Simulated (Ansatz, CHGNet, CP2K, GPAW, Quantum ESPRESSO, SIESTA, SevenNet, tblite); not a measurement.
**Random packing of C71N29 (at. %) (109 atoms) in other programs, against a plane-wave reference**

How near do other programs and methods come to a plane-wave reference for random packing of C71N29 (at. %) (109 atoms)? A plane-wave run serves as the reference.

Calculated with Ansatz 0.2.0; Kohn-Sham DFT, PBE, PAW, plane waves.

## Step 1: Set-up

The cell holds 109 atoms: 77 C and 32 N. Its edges and angles: a = 9.809 Å, b = 9.809 Å, c = 9.809 Å, α = 90.0°, β = 90.0°, γ = 90.0°. 109 atoms (77 C, 32 N) packed at random in a cube at 2.42 g/cm³ and pushed apart as soft spheres; a start for melting by ab initio MD, not an equilibrated structure. Then every atom was moved at random, 0.03 Å r.m.s. a Cartesian component.

## Step 2: Reference: Ansatz, plane waves

The PAW files are the set soft_2.

File input.yaml:

```yaml
crystal:
  lattice:
    - [9.8088, 0.0, 0.0]
    - [0.0, 9.8088, 0.0]
    - [0.0, 0.0, 9.8088]
  atoms:
    - { symbol: C, position: [0.47616, 0.53573, 0.74642] }
    - { symbol: C, position: [0.02056, 0.91634, 0.52377] }
    - { symbol: C, position: [0.36257, 0.06166, 0.7553] }
    - { symbol: C, position: [0.35872, 0.27138, 0.18081] }
    [... 99 atom lines left out ...]
    - { symbol: "N", position: [0.33175, 0.98308, 0.30409] }
    - { symbol: "N", position: [0.508, 0.77161, 0.16886] }
    - { symbol: "N", position: [0.46074, 0.32275, 0.31955] }
    - { symbol: "N", position: [0.51391, 0.35827, 0.78972] }
    - { symbol: "N", position: [0.49571, 0.10166, 0.92496] }
    - { symbol: "N", position: [0.95434, 0.1178, 0.11078] }
kpoints:
  mp_grid: { grid: [1, 1, 1] }
hamiltonian:
  xc: pbe
scf:
  occupations: { method: fermi_dirac, width: 0.05 }
output:
  forces: true
  eigenvalues: true
  populations: true
  stress: true
```

Launch:

```
$ ansatz run input.yaml --threads 8 --pin off --max-ram 15872MiB --backend cpu --events-out ev --progress --plain --runs-dir out
```

Numbers of over 12 decimals in the logs are rounded to 6 here.

Output:

```text
[...]
Pseudopotentials: kind: paw
Pseudopotential: C, paw, valence charge 4, recommended cutoff 420 eV (normal), C.paw.azcp
Pseudopotential: N, paw, valence charge 5, recommended cutoff 420 eV (normal), N.paw.azcp
[... 5 lines on functional and potentials left out ...]
Crystal: 109 atoms, lattice volume = 943.730 Å³
Basis set: ecut = 420 eV, 18349 PW (Γ), exchange–correlation on 144×144×144 points (8 copies of the dense FFT grid, shifted against one another)
Bands: 343, of which v1, the nominal top of the filled ones, is band 234 counted from 1 (233 counted from 0)
Symmetry: 1 space group operations
Space group: P1 (ITA 1), of the structure as read, at distance tolerance 9.8e-5 Å
k-points: 1
[... 5 lines on functional and potentials left out ...]
Initial density: superposition of atomic densities (neutral atoms: chi_scale 0, normalization atom), corrected by the library's trained network
Initial wavefunctions: pseudopotential atomic-orbital guess
[...]
SCF iter   1: F=—  HF=-31208.699461 eV  |F-HF|=—  |Δ(HF+E_count)|=         —  Δρ=1.71e-2  dr2=4.37e0  ethr=1.77e-3  ⟨swp⟩=4.0  Hψ=1127  notcnv=0  defer=30
preconditioner: auto → Kerker (q_TF=auto, 2.427 Å⁻¹)  [metal: Δε(μ)=0.039 eV  Ē_g=9.668 eV  σ=0.050 eV  W_gap=0.19  n_scr=250 (ndim 8)  ℏωp=26.1 eV  f_vac=0.000  D(μ)=55.61/eV (n_scr^D=514)]
[...]
SCF iter   8: F=—  HF=-31208.244142 eV  |F-HF|=—  |Δ(HF+E_count)|=   2.66e-7  Δρ=3.41e-6  dr2=1.96e-7  ethr=3.95e-10  ⟨swp⟩=2.0  Hψ=425  notcnv=0  defer=66
SCF iter   9: F=-31208.244142 eV  HF=-31208.244142 eV  |F-HF|=6.28e-9  |Δ(HF+E_count)|=   3.23e-8  Δρ=1.12e-6  dr2=2.11e-8  ethr=2.14e-11  ⟨swp⟩=11.0  Hψ=1354  notcnv=0
SCF 1 converged in 9 iterations: F = -31208.244142 eV  dr2 = 2.11e-8
[...]
SCF converged after 9 iterations
Free energy (F): -31208.244142 eV
Harris-Foulkes:  -31208.244142 eV  (|F-HF|=6.28e-9)
Internal energy: -31207.755209 eV  (E = F + TS)
E sigma→0 (E₀):  -31207.999676 eV
Entropy (-TS):   -0.488933 eV (-4.486 meV/atom)
Fermi energy:    7.219525 eV
--- Per-component energies (eV) ---
[...]
Σ components = -31208.244142   (vs F -31208.244142, Δ=0.00e0)
--- Forces (eV/Å), atoms counted from 1 ---
  atom   1  C     -0.51779242    -0.23818357    -1.91176614
  atom   2  C      2.13940120    -1.90481743    -2.45071391
  atom   3  C     -0.97041508     0.45068319    -0.76050897
  atom   4  C     -0.77766735     3.60972336    -0.46536149
[...]
atom 109  N     -1.63719002    -2.66529066    -0.29680921
  max |Σ_I F_I| component: 5.08e-5 eV/Å
--- Stress (GPa, compression-positive) ---
      -24.286882       0.671577      -2.981462
        0.671577     -26.833199      -0.717544
       -2.981462      -0.717544     -19.687051
  P = ⅓ Tr σ = -23.6024 GPa (-236.024 kbar)
--- Band table (eV) ---
  k-point 0: bands = ["-14.1838", "-13.9357", "-12.0552", "-11.7137", [... 327 levels ...], "11.2684", "11.2950", "11.3391", "11.3997", "11.4466", "11.5283", "11.5558", "11.5774", "11.6108", "11.6236", "11.6514", "11.7336"]
--- Löwdin populations: 109 sites ---
  site symbol       q [e]
     0      C      3.8468
     1      C      3.9685
     2      C      3.9033
[...]
108      N      5.1515
  spilling = 0.005090 (of n_electrons = 468.000000)
```

Run time: 5.8 s. Hardware: 8 threads of Arm Neoverse V2, shared host; peak memory 1.3 GiB; 41 s of CPU time.

In the SCF lines HF is the Harris–Foulkes energy and dr2 the Hartree energy of the density residual, in eV; the loop may stop once dr2 is under the threshold and the program's other checks hold. Hψ counts applications of the Hamiltonian.

The run gave:

```yaml
free_energy: -31208.2441 eV
free_energy_per_atom: -286.3142 eV/atom
scf_cycles: 9
pressure: -23.6 GPa
r_m_s_force_component: 1.943 eV/Å
longest_force: 8.61 eV/Å
fermi_energy: 7.22 eV
levels_partly_filled_by_over_2_per_cent: 11
spilling_of_the_projection: 0.00509
```

Length of the force by element:

```
element  coordination  atoms  mean length of the force (eV/Å)  spread  least  most
      C           all     77                             2.87    1.13  0.314  6.30
      N           all     32                             3.59    1.66   1.04  8.61
```

Löwdin charges by element (they lack the spilled electrons, 0.022 e an atom on average):

```
element  coordination  atoms  mean charge (e)  spread    least    most
      C           all     77           0.0632  0.0584  -0.0509   0.267
      N           all     32          -0.0776  0.0594   -0.223  0.0535
```

The levels nearest the highest filled one (over half full), pooled over k-points and spins:

```
level less the highest filled one (eV)  occupation
                                -0.195        1.97
                                -0.135        1.89
                               -0.0879        1.74
                               -0.0668        1.63
                               -0.0513        1.53
                                     0        1.07
                                0.0212       0.861
                                 0.044       0.648
                                0.0837       0.357
                                 0.141       0.128
                                 0.143       0.123
                                 0.195       0.045
```

The run ends at a pressure of -23.60 GPa, with forces up to 8.6 eV/Å.

## Step 3: The ladder

The programs:
- CHGNet: machine-learned potential, published weights.
- CP2K 2026.2: Gaussian basis with GTH pseudopotentials and a plane-wave density; labels give functional, basis (MOLOPT sets; SR short-range, UZH the newer set with its own potentials), grid cutoff/relative cutoff and solver (OT: orbital transformation; TRS4, TC2, SIGN: linear-scaling purification with its sparsity filter), or its built-in tight binding.
- GPAW 26.7.0: PAW with atomic orbitals (LCAO), plane waves or a real-space grid of spacing h.
- Quantum ESPRESSO 7.5: plane waves; labels (QE) give functional, pseudopotential set and cutoffs of waves/density.
- SIESTA 5.4.2: numerical atomic orbitals, whose automatically made sets are far from complete, with PseudoDojo norm-conserving potentials that we converted to its format (checked against plane waves on the same files for H, C, O, Si, Ge and Ca alone); labels give functional, basis size, energy shift and mesh cutoff.
- SevenNet: machine-learned potential, published weights.
- tblite 0.8.0: extended tight binding, driven from Python.

All use the same cell and atoms; the electronic-structure runs use the same k-mesh, and an electronic temperature of 580 K (0.05 eV) where levels are smeared.

Differences are against the plane-wave reference, forces as r.m.s. over components; share is that over the reference's r.m.s. force, slope the least-squares factor from reference forces to these. Total energies of different programs have different zeros and aren't compared.

```
                                                         run  Δ force, r.m.s. (meV/Å)  share (%)  slope  Δ pressure (GPa)  cores  CPU time  memory (GiB)
                                                   reference                        -          -      -                 -      8      41 s           1.3
                                     CHGNet r2SCAN potential                      749       38.6  0.864            -0.116      1     4.7 s           2.5
              CP2K PBE, DZVP-UZH, 600/50 Ry, diagonalisation                     94.4       4.86  0.999              2.53      4    10 min           3.5
CP2K PBE, SZV-MOLOPT-SR, 600/50 Ry, diagonalisation (coarse)                      922       47.5  1.117              8.94      2   5.6 min           2.4
                                GPAW PBE, LCAO dzp, h 0.18 Å                     83.6       4.30  0.981                 -      2   5.5 min           1.7
          GPAW PBE, LCAO dzp, h 0.18 Å, other mixer settings                     85.6       4.41  0.980                 -      4   7.5 min           2.3
                       GPAW PBE, LCAO dzp, h 0.25 Å (coarse)                      463       23.8  0.959                 -      2   3.2 min           1.1
                  GPAW PBE, LCAO szp(dzp), h 0.18 Å (coarse)                      513       26.4  0.826                 -      1   4.1 min           1.2
             QE PBE+D3(BJ), sssp-1.3.0-efficiency, 60/480 Ry                      124       6.38  0.981             0.175      4     8 min           3.3
                    QE PBE, sssp-1.3.0-efficiency, 60/480 Ry                     8.74      0.450  0.998            -0.231      4   8.1 min           3.1
      QE PBE, sssp-1.3.0-efficiency, 60/480 Ry, rmm-davidson                     8.74      0.450  0.998            -0.233      4   8.7 min           3.3
         SIESTA PBE, DZ, shift 0.01 Ry, mesh 500 Ry (coarse)                      602       31.0  0.866              9.78      2   4.1 min           1.5
                 SIESTA PBE, DZP, shift 0.01 Ry, mesh 500 Ry                      109       5.59  0.982              1.68      4    12 min           2.8
         SIESTA PBE, SZ, shift 0.01 Ry, mesh 500 Ry (coarse)                     1438       74.0  0.591              22.8      1   2.7 min           1.0
                                        SevenNet 0 potential                      759       39.0  0.921             -3.95      1     7.8 s           1.3
                                     SevenNet l3i5 potential                      713       36.7  0.894             -4.27      1      12 s           2.4
                                             tblite GFN1-xTB                      852       43.9  1.291             -31.0      1     2.5 s          0.12
```

Rows marked coarse were listed beforehand as settings not expected to be converged; some can still land near the reference.

Times of the machine-learned potentials are mostly Python's start and the loading of weights.

CPU time is summed over cores on a shared host, where runs went side by side, so it is rough. Symmetry, cutoffs, thresholds, outputs and thread counts weren't matched or tuned between programs; memory under MPI is the largest rank's times the ranks.

Runs without a result: CP2K GFN1-xTB, diagonalisation (not converged, the SCF not settling).

Mean charges by element (e), by run and scheme:

```
                                           run     scheme      C      N
                                     reference     Löwdin  +0.06  -0.08
CP2K PBE, DZVP-UZH, 600/50 Ry, diagonalisation   Mulliken  +0.06  -0.15
CP2K PBE, DZVP-UZH, 600/50 Ry, diagonalisation  Hirshfeld  +0.02  -0.04
   SIESTA PBE, DZP, shift 0.01 Ry, mesh 500 Ry  Hirshfeld  +0.01  -0.02
                               tblite GFN1-xTB   Mulliken  +0.08  -0.18
```

The reference's Löwdin charges lack the electrons that the projection spills, 0.022 e an atom on average.

Within one program, basis, potentials and functional, energies share a zero. Each run against its twin at the usual cutoff or grid and solver:

```
                                                   run                              twin  Δ energy (meV/atom)  Δ force, r.m.s. (meV/Å)        CPU time over the twin's
    GPAW PBE, LCAO dzp, h 0.18 Å, other mixer settings                LCAO dzp, h 0.18 Å               2.0e-4                     5.15  1.4 (this twin ran on 2 cores)
                          GPAW PBE, LCAO dzp, h 0.25 Å                LCAO dzp, h 0.18 Å                  308                      458                            0.58
QE PBE, sssp-1.3.0-efficiency, 60/480 Ry, rmm-davidson  sssp-1.3.0-efficiency, 60/480 Ry                    0                     0.17                             1.1
```

## Step 4: Results

* reference r.m.s. force component: 1.94 eV/Å
* nearest in forces: a tie at 0.45 % of 2 runs: QE PBE, sssp-1.3.0-efficiency, 60/480 Ry; QE PBE, sssp-1.3.0-efficiency, 60/480 Ry, rmm-davidson
* farthest in forces: SIESTA PBE, SZ, shift 0.01 Ry, mesh 500 Ry (coarse), 74 %
* cheapest electronic-structure run beside the reference: tblite GFN1-xTB, 2.5 s of CPU time

**Reading.** PBE on plane waves or a grid with other potentials, cutoffs or grids, coarse settings apart, differs from the reference by 0.45 % in each run of the r.m.s. force; this holds the reference's own error, so differences of a few per cent don't tell which side is nearer the exact PBE result (QE's 60 Ry are 816 eV, against the reference's 420 eV). The PBE runs in local orbitals, coarse settings apart, differ by 4.3 % (GPAW PBE, LCAO dzp, h 0.18 Å) to 5.6 % (SIESTA PBE, DZP, shift 0.01 Ry, mesh 500 Ry); basis, grid and potentials can all enter. Tight binding differs by 44 % (tblite GFN1-xTB); it is another model, with fitted parameters of its own, and the xTB methods hold dispersion. Machine-learned potentials differ by 37 % (SevenNet l3i5 potential) to 39 % (SevenNet 0 potential); they were trained on other programs' data, some at another functional. The cause of differences this large wasn't tested. Rows with another functional or a dispersion term differ by 6.4 % (QE PBE+D3(BJ), sssp-1.3.0-efficiency, 60/480 Ry), which mixes the change of model with differences of basis and potentials. Runs with settings chosen to be coarse differ by 24 % (GPAW PBE, LCAO dzp, h 0.25 Å) to 74 % (SIESTA PBE, SZ, shift 0.01 Ry, mesh 500 Ry), their programs' other errors included. One electronic-structure run takes under half the reference's CPU time: tblite GFN1-xTB, at 44 % in 2.5 s against 41 s; its pressure misses by -31.0 GPa. GPAW PBE, LCAO szp(dzp), h 0.18 Å softens the forces by a factor of 0.83 while following their directions (correlation 0.972); the slopes of the 4 GPAW runs lie between 0.83 and 0.98. In pressure, SIESTA PBE, SZ, shift 0.01 Ry, mesh 500 Ry misses by +22.8 GPa, at the same functional. Charges hang on model, scheme and program or settings: among these rows the mean for N runs from -0.18 to -0.02 e. In the reference: 11 levels are partly filled, by over 2 % (at Γ alone): at this level the cell shows no clear gap. Levels of broken or missing bonds inside a gap of the host would look the same. In the reference: mean Löwdin charges: C +0.06, N -0.08 e (they miss 0.51 % of the electrons, so they add up to more than the cell's charge). Periodic xTB results under one method name differ between programs and library versions. Machine-learned potentials mimic data converged in k, so the reference's own k-point error enters their differences. The reference's stress is far from hydrostatic: its diagonal is -24.3, -26.8, -19.7 GPa, compression counted positive. The reference's pressure of -24 GPa says that the cell would shrink at this level of theory. The electronic-structure runs sample only Γ, in a cell whose shortest periodic width is 10 Å, which is coarse for a cell with partly filled levels.

[Also dropped from logs without a mark: logging warnings of Python, and SIESTA's first energy breakdown and zero terms.]

[Logs are printed without paths, hosts, clocks, repeated set-up lines and the standing remarks that a program may print on its own settings, such as how far it seeks lower states.]

[Hosts, paths, dates, database ids (printed as entryN), source tags and the programs' standing remarks are cut or masked in the printed files.]
